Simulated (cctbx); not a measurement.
# What is wrong with this refinement?

Cell a = 12.5870 Å, b = 6.2040 Å, c = 18.5750 Å, α = 90.00°, β = 90.00°, γ = 90.00°; space group Pbcm (no. 57).

The data are simulated with cctbx, not measured: synchrotron X-rays, λ = 0.6889 Å, to d = 0.84 Å, 95 % of the full sphere, strongest reflection 40000 counts, noise from counting, a 2 % proportional error and a noise floor of 15 counts (s.d.); no absorption, and some extinction, which the refinements don't model.

An anisotropic refinement with weights 1/σ² prints:

```text
Rint 0.037, 1330 unique reflections to 0.84 A
cycle     R1     wR2    GooF  max shift (A)
   1  0.0969  0.1879   7.123   0.00507
   2  0.0368  0.0827   3.136   0.00021
final R1 0.0370 wR2 0.0827 GooF 3.135  parameters 73  data/parameter 18.2
atom        x        y        z      Ueq    occ   su(xyz)  su(Uiso or U11)
Bi1    0.77710  0.94695  0.25000   0.0158  1.000  0.00018  0.0007
Bi2    0.22866  0.51673  0.58581   0.0262  1.000  0.00015  0.0005
Tm1    0.30101  0.47337  0.08266   0.0095  1.000  0.00014  0.0004
Sm1    0.69555  0.06072  0.75000   0.0265  1.000  0.00028  0.0010
Sb1    0.97326  0.95536  0.41007   0.0172  1.000  0.00022  0.0007
Sb2    0.05900  0.68349  0.75000   0.0149  1.000  0.00032  0.0012
Sb3    0.50283  0.70143  0.33673   0.0254  1.000  0.00025  0.0009
Sb4    0.50297  0.25000  0.00000   0.0143  1.000  0.00017  0.0013
Pd1    0.90044  0.81967  0.82566   0.0705  1.000  0.00051  0.0025
Ni1    0.89828  0.25000  0.00000   0.0279  1.000  0.00042  0.0030
difference map: max 1.83 min -6.05 rms 0.73
Q1    0.4744  0.7229  0.7500    4    2.08  1.72 A from Sb3
Q2    0.1292  0.1337  0.6920    8    1.84  1.26 A from Pd1
Q3    0.1443  0.1427  0.1144    8    1.76  1.27 A from Pd1
Q4    0.0275  0.0329  0.7097    8    1.76  1.62 A from Sb2
Q5    0.1114  0.1603  0.6313    8    1.74  1.28 A from Pd1
Q6    0.1885  0.6985  0.5329    8    1.73  1.29 A from Ni1
```

**Question.** Can this result stand? If not, what is the likely fault?

Mend it. The fault: wrong element: Pd1 is Ni. Against the right model at the same level, R1 goes from 0.0165 to 0.0370 and GooF from 1.04 to 3.13, U of Pd1 swells from 0.0318 to 0.0705 Å² and a hole of -6.0 e/Å³ opens. Pd1 has 18 electrons too many and its U swells to shed them, as expected.

The compound is SmTm2Ni3Bi3Sb6. The right model at the same level gives:

```text
Rint 0.037, 1330 unique reflections to 0.84 A
cycle     R1     wR2    GooF  max shift (A)
   1  0.0502  0.0913   3.462   0.00429
   2  0.0165  0.0275   1.044   0.00000
final R1 0.0165 wR2 0.0275 GooF 1.044  parameters 73  data/parameter 18.2
atom        x        y        z      Ueq    occ   su(xyz)  su(Uiso or U11)
Bi1    0.77705  0.94683  0.25000   0.0170  1.000  0.00006  0.0002
Bi2    0.22864  0.51667  0.58582   0.0274  1.000  0.00005  0.0002
Tm1    0.30098  0.47334  0.08267   0.0107  1.000  0.00005  0.0001
Sm1    0.69554  0.06031  0.75000   0.0280  1.000  0.00009  0.0003
Sb1    0.97323  0.95540  0.41008   0.0185  1.000  0.00007  0.0002
Sb2    0.05909  0.68351  0.75000   0.0156  1.000  0.00010  0.0004
Sb3    0.50266  0.70144  0.33676   0.0266  1.000  0.00008  0.0003
Sb4    0.50280  0.25000  0.00000   0.0156  1.000  0.00006  0.0004
Ni1    0.90033  0.81953  0.82557   0.0318  1.000  0.00017  0.0007
Ni2    0.89839  0.25000  0.00000   0.0294  1.000  0.00014  0.0010
difference map: max 1.93 min -2.21 rms 0.41
Q1    0.4670  0.7229  0.7500    4    2.09  1.74 A from Sb3
Q2    0.3660  0.7437  0.7500    4    1.53  1.38 A from Sm1
Q3    0.3759  0.2349  0.2189    8    1.42  1.86 A from Sb3
Q4    0.1209  0.5481  0.7144    8    1.38  1.32 A from Sb2
Q5    0.1489  0.1492  0.1177    8    1.34  1.24 A from Ni1
Q6    0.1749  0.6390  0.6619    8    1.28  1.74 A from Bi2
```

Isotropic U is held between 0.0001 and 1 Å² by the program, and listed peak heights are interpolated, so they can pass the grid's maximum.

The model is made up (kin elements in a known structure type, no relaxation), so it says nothing on whether the phase exists.

[Middle refinement cycles are left out of these outputs.]

[Logs are printed without paths, hosts, clocks, repeated set-up lines and the standing remarks that a program may print on its own settings, such as how far it seeks lower states.]
